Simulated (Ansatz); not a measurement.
## A hypothetical structure for Co2CuS2

This structure for Co2CuS2 is made up. Its elements were placed in a known structure type with a cell scaled to their sizes. What cell does the guess relax to, and how far off was it?

Program: Ansatz 0.2.0. Level of theory: DFT, PBEsol, plane-wave PAW, files of the set soft_1, scalar-relativistic, ferromagnetic start, cell and ions relaxed at zero pressure; PAW set soft_1. Results are calculated unless marked as measured.

## 1. Starting point

Symmetry: I4/mmm, No. 139, tetragonal system. The conventional cell has a = 3.441 Å, b = 3.441 Å, c = 11.962 Å, α = 90.00°, β = 90.00°, γ = 90.00°. Nearest to Cu lie 8 S at 2.99 Å. Co has 4 S at 2.13 Å nearest. S has 4 Co at 2.13 Å and 4 Cu at 2.99 Å nearest. Farther neighbours and most contacts between anions are not listed.

## 2. Relaxing cell and atoms

The guessed cell has no reason to be at equilibrium. It is relaxed with the atoms, within the space group of the guess.

Input file input.yaml:

```yaml
crystal:
  lattice:
    - [-1.7205, 1.7205, 5.981]
    - [1.7205, -1.7205, 5.981]
    - [1.7205, 1.7205, -5.981]
  atoms:
    - { symbol: Cu, position: [0.0, 0.0, 0.0], spin: 0.6 }
    - { symbol: Co, position: [0.25, 0.75, 0.5], spin: 2.0 }
    - { symbol: Co, position: [0.75, 0.25, 0.5], spin: 2.0 }
    - { symbol: S, position: [0.6451, 0.6451, 0.0] }
    - { symbol: S, position: [0.3549, 0.3549, 0.0] }
magnetization:
  spin_polarized: true
kpoints:
  mp_grid: { grid: [11, 11, 11] }
scf:
  occupations: { method: fermi_dirac, width: 0.05 }
hamiltonian:
  xc: pbesol
  pseudopotentials: { kind: paw, azcp: { folder: soft_1 }, xc_functional: pbe }
relax:
  f_tol: 0.015
  max_steps: 70
  cell: {}
output:
  forces: true
  stress: true
```

Started as:

```bash
> ansatz run input.yaml --threads 4 --pin off --max-ram 8192MiB --backend cpu --events-out ev --progress --plain --runs-dir out
```

Numbers of over 12 decimals in the logs are rounded to 6 here.

The log of the run:

```text
basis.fft_grid_basis auto: the FFT boxes are laid along the combinations [[1, 0, 1], [0, 1, 1], [0, 0, 1]] of the cell's own vectors, 3.441, 3.441 and 6.457 Å long. The dense box has 24×24×45 points. Along the cell's own vectors, as sized, it would have 45×45×45, 3.52 times as many. Of the 16 symmetry operations that the crystal satisfies within crystal.symmetry.tolerance (time reversal apart; of a slab, those that k [...]
Engine: ansatz 0.2.0, x86_64-unknown-linux-gnu
Pseudopotentials: kind: paw
Pseudopotential: Cu, paw, valence charge 19, recommended cutoff 420 eV (normal), soft_1/Cu.paw.azcp
Pseudopotential: Co, paw, valence charge 17, recommended cutoff 420 eV (normal), soft_1/Co.paw.azcp
Pseudopotential: S, paw, valence charge 6, recommended cutoff 420 eV (normal), soft_1/S.paw.azcp
Functional definition: PBEsol
  exchange = pbesol_x
  correlation = pbesol_c
Crystal: 5 atoms, lattice volume = 70.818 Å³
Basis set: ecut = 420 eV, 1395 PW (Γ), FFT grids on a1+a3, a2+a3, a3, exchange–correlation on 48×48×90 points (8 copies of the dense FFT grid, shifted against one another)
Bands: 42, of which v1, the nominal top of the filled ones, is band 33 counted from 1 (32 counted from 0)
Symmetry: 16 space group operations
Space group: I4/mmm (ITA 139), of the structure as read, at distance tolerance 4.1e-5 Å
Magnetic group: BNS 139.531 (UNI 1191), of the structure as read, at distance tolerance 4.1e-5 Å
k-points: 126 of 1331
Non-local potential: Cu, projectors of the file, l = 0: 3, l = 1: 2, l = 2: 3, l = 3: 1
Non-local potential: Co, projectors of the file, l = 0: 3, l = 1: 2, l = 2: 3, l = 3: 1
Non-local potential: S, projectors of the file, l = 0: 2, l = 1: 2, l = 2: 1
PAW form: soft (Blöchl's): semilocal exchange-correlation on the pseudo side does not see the compensation charge
PAW frozen core: Cu, regenerated for the run's functional, and the local potential with it (the file was generated under x = pbe(κ = 0.804, μ = 0.219515), c = pbe(β = 0.066725))
PAW frozen core: Co, regenerated for the run's functional, and the local potential with it (the file was generated under x = pbe(κ = 0.804, μ = 0.219515), c = pbe(β = 0.066725))
PAW frozen core: S, regenerated for the run's functional, and the local potential with it (the file was generated under x = pbe(κ = 0.804, μ = 0.219515), c = pbe(β = 0.066725))
PAW one-centre angular grid: Cu, 590 points (default); XC on 64 Gauss nodes
PAW one-centre angular grid: Co, 590 points (default); XC on 64 Gauss nodes
PAW one-centre angular grid: S, 110 points (default); XC on 64 Gauss nodes
Initial density: superposition of atomic densities (chi_scale 0.1, normalization cell, long waves kept (reshape's long-wave potential 0.01 eV rms))
Starting moments: Σ|m| = 4.6 μB on 3 of 5 sites
Initial wavefunctions: pseudopotential atomic-orbital guess
Functional: x = pbesol(κ = 0.804, μ = 0.123457), c = pbesol(β = 0.046)
SCF iter   1: F=—  HF=-18538.103860 eV  |F-HF|=—  |Δ(HF+E_count)|=         —  Δρ=5.09e-2 (↑2.40e-2 ↓5.09e-2)  dr2=6.81e0  dr2_m=2.16e-1  M=3.452 μB ∫|m|=3.506 μB  β_m=0.30  ethr=3.10e-3  ⟨swp⟩=6.8  Hψ=45549  notcnv=0  defer=18
Mixer restart at iter 1: flushing history
preconditioner: auto → Kerker (q_TF=auto, 2.690 Å⁻¹)  [metal: Δε(μ)=0.008 eV  Ē_g=8.687 eV  σ=0.050 eV  W_gap=0.04  n_scr=24 (ndim 8)  ℏωp=28.3 eV  f_vac=0.000  D(μ)=3.92/eV (n_scr^D=34)]
spin=Collinear: Kerker preconditioning applied to the charge; magnetization (m = ρ↑ − ρ↓) channel mixes plain (no charge-response kernel on spin).
SCF iter   2: F=—  HF=-18540.849687 eV  |F-HF|=—  |Δ(HF+E_count)|=    2.75e0  Δρ=4.92e-2 (↑1.56e-2 ↓4.92e-2)  dr2=5.80e0  dr2_m=3.75e-1  M=3.148 μB ∫|m|=3.220 μB  β_m=0.46  ethr=3.10e-3  ⟨swp⟩=2.3  Hψ=16169  notcnv=0  defer=668
SCF iter   3: F=—  HF=-18544.104081 eV  |F-HF|=—  |Δ(HF+E_count)|=    3.25e0  Δρ=4.29e-2 (↑1.48e-2 ↓4.29e-2)  dr2=3.47e0  dr2_m=4.48e-1  M=2.390 μB ∫|m|=2.488 μB  β_m=0.37  ethr=3.10e-3  ⟨swp⟩=3.0  Hψ=17634  notcnv=0  defer=642
SCF iter   4: F=—  HF=-18544.478228 eV  |F-HF|=—  |Δ(HF+E_count)|=   3.74e-1  Δρ=5.89e-2 (↑5.89e-2 ↓2.97e-2)  dr2=2.85e0  dr2_m=3.49e-1  M=1.173 μB ∫|m|=1.332 μB  β_m=0.59  ethr=3.10e-3  ⟨swp⟩=3.3  Hψ=18936  notcnv=0  defer=721
SCF iter   5: F=—  HF=-18544.288761 eV  |F-HF|=—  |Δ(HF+E_count)|=   1.89e-1  Δρ=2.10e-2 (↑2.10e-2 ↓1.46e-2)  dr2=9.17e-2  dr2_m=1.97e-1  M=1.328 μB ∫|m|=1.451 μB  β_m=0.80  ethr=3.10e-3  ⟨swp⟩=2.8  Hψ=17937  notcnv=0  defer=651
SCF iter   6: F=—  HF=-18544.580200 eV  |F-HF|=—  |Δ(HF+E_count)|=         —  Δρ=4.19e-2 (↑3.23e-2 ↓4.19e-2)  dr2=4.54e-1  dr2_m=7.36e-1  M=0.381 μB ∫|m|=0.493 μB  β_m=0.80  ethr=1.41e-4  ⟨swp⟩=2.5  Hψ=22900  notcnv=0  defer=663
Mixer restart at iter 6: flushing history
SCF iter   7: F=—  HF=-18545.148071 eV  |F-HF|=—  |Δ(HF+E_count)|=   5.68e-1  Δρ=6.26e-2 (↑6.26e-2 ↓6.23e-2)  dr2=7.94e0  dr2_m=4.67e-2  M=0.365 μB ∫|m|=0.465 μB  β_m=0.46  ethr=1.41e-4  ⟨swp⟩=4.0  Hψ=26205  notcnv=0  defer=663  recentre
SCF iter   8: F=—  HF=-18544.783431 eV  |F-HF|=—  |Δ(HF+E_count)|=   3.65e-1  Δρ=3.51e-2 (↑3.51e-2 ↓3.07e-2)  dr2=1.05e0  dr2_m=2.98e-1  M=0.253 μB ∫|m|=0.337 μB  β_m=0.40  ethr=1.41e-4  ⟨swp⟩=4.0  Hψ=28556  notcnv=0  defer=509
SCF iter   9: F=—  HF=-18544.518815 eV  |F-HF|=—  |Δ(HF+E_count)|=   2.65e-1  Δρ=1.42e-2 (↑1.21e-2 ↓1.42e-2)  dr2=2.24e-1  dr2_m=3.45e-2  M=0.189 μB ∫|m|=0.235 μB  β_m=0.43  ethr=1.41e-4  ⟨swp⟩=2.0  Hψ=22582  notcnv=0  defer=611
SCF iter  10: F=—  HF=-18544.484091 eV  |F-HF|=—  |Δ(HF+E_count)|=   3.47e-2  Δρ=8.95e-3 (↑8.95e-3 ↓6.73e-3)  dr2=1.09e-1  dr2_m=5.03e-3  M=0.113 μB ∫|m|=0.142 μB  β_m=0.60  ethr=1.41e-4  ⟨swp⟩=2.0  Hψ=15323  notcnv=0  defer=611
SCF iter  11: F=—  HF=-18544.487823 eV  |F-HF|=—  |Δ(HF+E_count)|=   3.73e-3  Δρ=6.32e-3 (↑6.32e-3 ↓5.35e-3)  dr2=6.41e-2  dr2_m=3.08e-3  M=0.095 μB ∫|m|=0.118 μB  β_m=0.80  ethr=1.41e-4  ⟨swp⟩=2.0  Hψ=12135  notcnv=0  defer=611
SCF iter  12: F=—  HF=-18544.484229 eV  |F-HF|=—  |Δ(HF+E_count)|=   3.59e-3  Δρ=4.26e-3 (↑4.26e-3 ↓2.71e-3)  dr2=3.09e-2  dr2_m=1.07e-3  M=0.055 μB ∫|m|=0.068 μB  β_m=0.90  ethr=9.87e-5  ⟨swp⟩=1.5  Hψ=11243  notcnv=0  defer=607
SCF iter  13: F=—  HF=-18544.482821 eV  |F-HF|=—  |Δ(HF+E_count)|=   1.41e-3  Δρ=2.64e-3 (↑2.64e-3 ↓1.91e-3)  dr2=1.18e-2  dr2_m=6.44e-4  M=0.050 μB ∫|m|=0.060 μB  β_m=0.81  ethr=4.75e-5  ⟨swp⟩=1.1  Hψ=12331  notcnv=0  defer=579
SCF iter  14: F=—  HF=-18544.481975 eV  |F-HF|=—  |Δ(HF+E_count)|=   8.46e-4  Δρ=1.40e-3 (↑1.40e-3 ↓1.12e-3)  dr2=3.53e-3  dr2_m=1.73e-4  M=0.029 μB ∫|m|=0.035 μB  β_m=0.90  ethr=1.82e-5  ⟨swp⟩=1.0  Hψ=10584  notcnv=0  defer=580
[...]
relax step   5: F+E_penalty+E_count = -18544.72632698 eV  Δ(F+E_penalty+E_count) = -1.929e-4 eV  max|allowed force component| = 2.876e-3 eV/Å  Δτ_max = 0.0028 Å  P = +0.007 GPa  Ω = 66.563 Å³  energy of the carried Pulay correction = +3.436e-3 eV  (9 SCF iters, dr2 threshold 3.34e-8 eV, accepted)
[...]
relax step   6: F+E_penalty+E_count = -18544.72635909 eV  Δ(F+E_penalty+E_count) = -3.212e-5 eV  max|allowed force component| = 1.942e-3 eV/Å  Δτ_max = 0.0001 Å  P = +0.011 GPa  Ω = 66.551 Å³  energy of the carried Pulay correction = +3.446e-3 eV  (9 SCF iters, dr2 threshold 8.10e-9 eV, accepted)
Initial wavefunctions: pseudopotential atomic-orbital guess (no wavefunctions were taken with the density)
iter 1 solved again at ethr=1.12e-6 eV; its pass at ethr=3.10e-3 eV (dr2=7.27e-4 eV) is discarded
SCF iter   1: F=—  HF=-18544.723411 eV  |F-HF|=—  |Δ(HF+E_count)|=         —  Δρ=1.38e-4 (↑1.38e-4 ↓1.38e-4)  dr2=3.93e-5  dr2_m=1.48e-12  M=0.000 μB ∫|m|=0.000 μB  β_m=0.65  ethr=1.12e-6  ⟨swp⟩=3.0  Hψ=73376  notcnv=0
preconditioner: auto → Kerker (q_TF=auto, 2.322 Å⁻¹)  [metal: Δε(μ)=0.008 eV  Ē_g=8.703 eV  σ=0.050 eV  W_gap=0.04  n_scr=12 (ndim 8)  ℏωp=29.1 eV  f_vac=0.000  D(μ)=3.61/eV (n_scr^D=32)]
spin=Collinear: Kerker preconditioning applied to the charge; magnetization (m = ρ↑ − ρ↓) channel mixes plain (no charge-response kernel on spin).
SCF iter   2: F=—  HF=-18544.723419 eV  |F-HF|=—  |Δ(HF+E_count)|=   8.41e-6  Δρ=3.15e-4 (↑3.15e-4 ↓3.15e-4)  dr2=1.55e-4  dr2_m=3.71e-13  M=0.000 μB ∫|m|=0.000 μB  β_m=0.30  ethr=6.04e-8  ⟨swp⟩=2.0  Hψ=18782  notcnv=0
SCF iter   3: F=—  HF=-18544.723404 eV  |F-HF|=—  |Δ(HF+E_count)|=   1.54e-5  Δρ=4.26e-5 (↑4.26e-5 ↓4.25e-5)  dr2=2.74e-6  dr2_m=5.45e-13  M=0.000 μB ∫|m|=0.000 μB  β_m=0.28  ethr=6.04e-8  ⟨swp⟩=2.0  Hψ=18756  notcnv=0
SCF iter   4: F=—  HF=-18544.723404 eV  |F-HF|=—  |Δ(HF+E_count)|=   1.35e-7  Δρ=2.59e-5 (↑2.59e-5 ↓2.59e-5)  dr2=9.78e-7  dr2_m=2.82e-13  M=0.000 μB ∫|m|=0.000 μB  β_m=0.47  ethr=4.21e-9  ⟨swp⟩=2.0  Hψ=17887  notcnv=0
SCF iter   5: F=—  HF=-18544.723407 eV  |F-HF|=—  |Δ(HF+E_count)|=   3.18e-6  Δρ=2.10e-5 (↑2.09e-5 ↓2.10e-5)  dr2=1.27e-6  dr2_m=2.58e-14  M=0.000 μB ∫|m|=0.000 μB  β_m=0.53  ethr=1.50e-9  ⟨swp⟩=2.0  Hψ=14161  notcnv=0
SCF iter   6: F=—  HF=-18544.723409 eV  |F-HF|=—  |Δ(HF+E_count)|=   2.01e-6  Δρ=1.13e-5 (↑1.13e-5 ↓1.13e-5)  dr2=6.08e-7  dr2_m=1.97e-14  M=0.000 μB ∫|m|=0.000 μB  β_m=0.76  ethr=1.50e-9  ⟨swp⟩=2.0  Hψ=15254  notcnv=0
SCF iter   7: F=—  HF=-18544.723410 eV  |F-HF|=—  |Δ(HF+E_count)|=   6.30e-7  Δρ=1.32e-5 (↑1.32e-5 ↓1.32e-5)  dr2=6.18e-7  dr2_m=1.15e-14  M=-0.000 μB ∫|m|=0.000 μB  β_m=0.69  ethr=9.36e-10  ⟨swp⟩=2.0  Hψ=13568  notcnv=0
SCF iter   8: F=—  HF=-18544.723410 eV  |F-HF|=—  |Δ(HF+E_count)|=   2.13e-7  Δρ=5.17e-6 (↑5.16e-6 ↓5.17e-6)  dr2=4.18e-8  dr2_m=1.17e-14  M=-0.000 μB ∫|m|=0.000 μB  β_m=0.82  ethr=9.36e-10  ⟨swp⟩=2.7  Hψ=20748  notcnv=0
SCF iter   9: F=—  HF=-18544.723410 eV  |F-HF|=—  |Δ(HF+E_count)|=   1.82e-7  Δρ=9.10e-7 (↑9.09e-7 ↓9.10e-7)  dr2=1.02e-9  dr2_m=9.80e-16  M=-0.000 μB ∫|m|=0.000 μB  β_m=0.91  ethr=6.42e-11  ⟨swp⟩=2.9  Hψ=19867  notcnv=0
SCF iter  10: F=—  HF=-18544.723410 eV  |F-HF|=—  |Δ(HF+E_count)|=   2.13e-9  Δρ=1.08e-6 (↑1.08e-6 ↓1.08e-6)  dr2=3.66e-9  dr2_m=1.88e-16  M=0.000 μB ∫|m|=0.000 μB  β_m=0.91  ethr=1.56e-12  ⟨swp⟩=3.0  Hψ=22969  notcnv=0
SCF iter  11: F=—  HF=-18544.723410 eV  |F-HF|=—  |Δ(HF+E_count)|=   3.60e-9  Δρ=3.66e-7 (↑3.66e-7 ↓3.66e-7)  dr2=2.89e-10  dr2_m=4.00e-18  M=-0.000 μB ∫|m|=0.000 μB  β_m=0.89  ethr=1.56e-12  ⟨swp⟩=3.0  Hψ=19068  notcnv=0
SCF iter  12: F=—  HF=-18544.723410 eV  |F-HF|=—  |Δ(HF+E_count)|=  3.27e-11  Δρ=1.49e-7 (↑1.49e-7 ↓1.49e-7)  dr2=3.74e-11  dr2_m=5.46e-18  M=0.000 μB ∫|m|=0.000 μB  β_m=0.70  ethr=1.00e-12  ⟨swp⟩=2.0  Hψ=12779  notcnv=0
SCF iter  13: F=-18544.723410 eV  HF=-18544.723410 eV  |F-HF|=1.09e-11  |Δ(HF+E_count)|=  7.28e-12  Δρ=5.31e-8 (↑5.31e-8 ↓5.31e-8)  dr2=7.95e-12  dr2_m=1.21e-18  M=-0.000 μB ∫|m|=0.000 μB  ethr=1.00e-12  ⟨swp⟩=4.0  Hψ=35883  notcnv=0
the starting moments were not kept: the SCF closed with an absolute magnetisation of 9.6e-10 μB, where they sum to 4.6 μB in size (3 sites). That is at most 0.1 of that sum. Measured as dr2_m measures the in/out step, that magnetisation stands 2.0e-19 eV from none, at or under the dr2_threshold of 5.0e-11 eV: it is no larger than a step whose dr2_m would equal this threshold.
SCF 7 converged in 13 iterations: F = -18544.723410 eV  dr2 = 7.95e-12
relax step   7: F+E_penalty+E_count = -18544.72340984 eV  Δ(F+E_penalty+E_count) = +2.949e-3 eV  max|allowed force component| = 2.054e-3 eV/Å  Δτ_max = 0.0000 Å  P = +0.000 GPa  Ω = 66.551 Å³  stress off target by 2.86e-2 GPa  SCF on the basis re-selected at this cell (its energy is not comparable with the rows above)  (13 SCF iters)
basis re-selected at this cell: Δ(F+E_penalty+E_count) = +2.949e-3 eV, ΔP = -0.011 GPa vs the last step (what re-selecting the basis moved, of the pressure what is left beyond the Pulay correction that the steps carried, after the strain that the cell walked since its last selection, with what the two solves' SCF thresholds leave and, on support functions, any second-order correction that the steps lacked; it is no m [...]
SCF converged after 13 iterations
Magnetization: -0.0000 μB (32.5000 up, 32.5000 down)
Absolute magnetization: 0.0000 μB (∫|ρ↑−ρ↓|, with the PAW one-centre terms)
Spin contamination: 0.0000 ħ² per cell (⟨S²⟩ above its minimum at these occupations)
Per-site moments (μB) at R_I (Å): [(-1.1894268257164302e-11, 1.173743), (-1.2456241688631455e-10, 0.898774), (-1.2456251392547937e-10, 0.898774), (-1.3964340098991265e-10, 0.898774), (-1.3964370599715295e-10, 0.898774)]
Free energy (F): -18544.723410 eV
Harris-Foulkes:  -18544.723410 eV  (|F-HF|=1.09e-11)
Internal energy: -18544.692597 eV  (E = F + TS)
E sigma→0 (E₀):  -18544.708004 eV
Entropy (-TS):   -0.030812 eV (-6.162 meV/atom)
Fermi energy:    13.762064 eV
--- Per-component energies (eV) ---
  E_band       = -1003.548304
  E_kinetic    = 1065.561242
  E_local      = -12791.207304  (includes V_loc(G=0)·N_el)
  E_nonlocal   = 1859.643706
  E_hartree    = 5628.122569
  E_xc         = -427.896029
  E_vxc        = -491.009642  (∫ρ·V_xc dr)
  E_paw        = -6060.682384  (= ΣΔE_a)
  E_vpaw       = -1902.782285  (= ΣTr[D̂ρ^β])
  E_aug_tail   = 0.001033  (compensation charges beyond the density's cutoff)
  E_ewald      = -7818.942371
  E_core_change = 0.706941  (= ΣΔE_core)
  E_smearing   = -0.030812  (= −TS)
  E_closure    = -0.000000  (closes the sum)
  Σ components = -18544.723410   (vs F -18544.723410, Δ=0.00e0)
--- Forces (eV/Å), atoms counted from 1 ---
  atom   1  Cu     0.00000000     0.00000000     0.00000000
  atom   2  Co     0.00000000    -0.00000000     0.00000000
  atom   3  Co     0.00000000     0.00000000     0.00000000
  atom   4  S      0.00000000     0.00000000    -0.00205400
  atom   5  S      0.00000000     0.00000000     0.00205400
  max |Σ_I F_I| component: 6.53e-17 eV/Å
--- Stress (GPa, compression-positive) ---
        0.014769      -0.000000      -0.000000
       -0.000000       0.014769       0.000000
       -0.000000       0.000000      -0.028617
  P = ⅓ Tr σ = 0.0003 GPa (0.003 kbar)
--- Relaxed structure (6 steps of the walk, 6 accepted, 1 SCFs on fresh bases) ---
  F+E_penalty+E_count = -18544.72340984 eV   max|allowed force component| = 2.054e-3 eV/Å   (the final SCF, on the basis selected at the relaxed cell)
  cell:  # Å, volume = 66.5508 Å³
    - [-1.725187, 1.725187, 5.590116]
    - [1.725187, -1.725187, 5.590116]
    - [1.725187, 1.725187, -5.590116]
  atoms:
    - { symbol: Cu, position: [2.247802531152025e-19, 2.247802531152024e-19, 0] }
    - { symbol: Co, position: [0.250000, 0.750000, 0.500000] }
    - { symbol: Co, position: [0.750000, 0.250000, 0.500000] }
    - { symbol: S, position: [0.630966, 0.630966, 0] }
    - { symbol: S, position: [0.369034, 0.369034, 0] }
```

The job ended after 2.8 min (4 threads of Intel Xeon Platinum 8259CL at 2.50GHz (Skylake/Cascade Lake), shared host; peak memory 0.88 GiB).

The steps of the relaxation:

```tsv
step	energy less that of the first step (eV)	largest force component (eV/Å)	pressure (GPa)	volume (Å³)
1	0.0000	1.6767	3.80	70.82
2	-0.1963	0.8527	2.60	67.45
3	-0.2392	0.0498	1.65	65.36
4	-0.2446	0.0231	0.00	66.65
5	-0.2448	0.0029	0.01	66.56
6	-0.2448	0.0019	0.01	66.55
7*	-0.2418	0.0021	0.00	66.55
```

Relaxation steps marked * repeat the geometry before them on a plane-wave basis chosen anew for their cell, so energy and pressure can jump there.

Forces are held to the 16 operations that the run works with; a distortion that breaks them can't arise in this run.

```tsv
conventional cell, symmetrised	before	after	change
a (Å)	3.441	3.450	+0.3 %
b (Å)	3.441	3.450	+0.3 %
c (Å)	11.962	11.180	-6.5 %
volume (Å³/atom)	14.16	13.31	-6.0 %
```

The atoms that moved most (Å, as changes of fractional coordinates times the final cell):

```tsv
atom	dx	dy	dz	length
S4	0.000	0.000	-0.158	0.158
S5	0.000	0.000	0.158	0.158
```

Final coordinates:

```xyz
5
Lattice="-1.7252 1.7252 5.5901 1.7252 -1.7252 5.5901 1.7252 1.7252 -5.5901" Properties=species:S:1:pos:R:3 pbc="T T T"
Cu    0.0000    0.0000    0.0000
Co    1.7252    0.0000    2.7951
Co    0.0000    1.7252    2.7951
S     0.0000    0.0000    7.0543
S     0.0000    0.0000    4.1259
```

This step gave:

```
free energy             : -18544.7234 eV
energy at zero smearing : -18544.7080 eV
smearing term TS        : 0.03081 eV
Fermi energy            : 13.76 eV
electrons               : 65
symmetry operations     : 16
pressure                : 3.07e-4 GPa
```

Shortest distances by pair of elements, guess and relaxed (not always the same contact):

```tsv
pair	guess (Å)	relaxed (Å)
Co–S	2.129	2.179
Co–Co	2.433	2.440
Cu–S	2.989	2.845
S–S	3.441	2.928
Co–Cu	3.450	3.285
```

The relaxation ends with a largest force component of 0.0021 eV/Å and a pressure of 0.00 GPa. No moment survives the cycle: this start ends non-magnetic.

## 3. Outcome

| Quantity | Value |
| --- | --- |
| space group, relaxed | I4/mmm |
| conventional cell | a = 3.450, b = 3.450, c = 11.180 Å; α = 90.0°, β = 90.0°, γ = 90.0° |
| volume per atom | 13.31 Å³ (guess 14.16) |
| total moment | 0.00 μB in the cell of 5 atoms |

**Reading.** Co2CuS2 relaxes to I4/mmm with a = 3.450, b = 3.450 and c = 11.180 Å. The guessed volume was 6 % too large. The space group I4/mmm was held in the relaxation, so the end point is a stationary structure within it and may be a saddle against distortions or other arrangements. The moments died out from this one start and weren't seeded again at the relaxed cell. Mesh and cutoff weren't tested. No dispersion term is used, so weakly bound directions may come out too long. Nothing here tests whether the compound is stable against decomposition.

[Logs are printed without paths, hosts, clocks, repeated set-up lines and the standing remarks that a program may print on its own settings, such as how far it seeks lower states.]

[Hosts, paths, dates, database ids (printed as entryN), source tags and the programs' standing remarks are cut or masked in the printed files.]
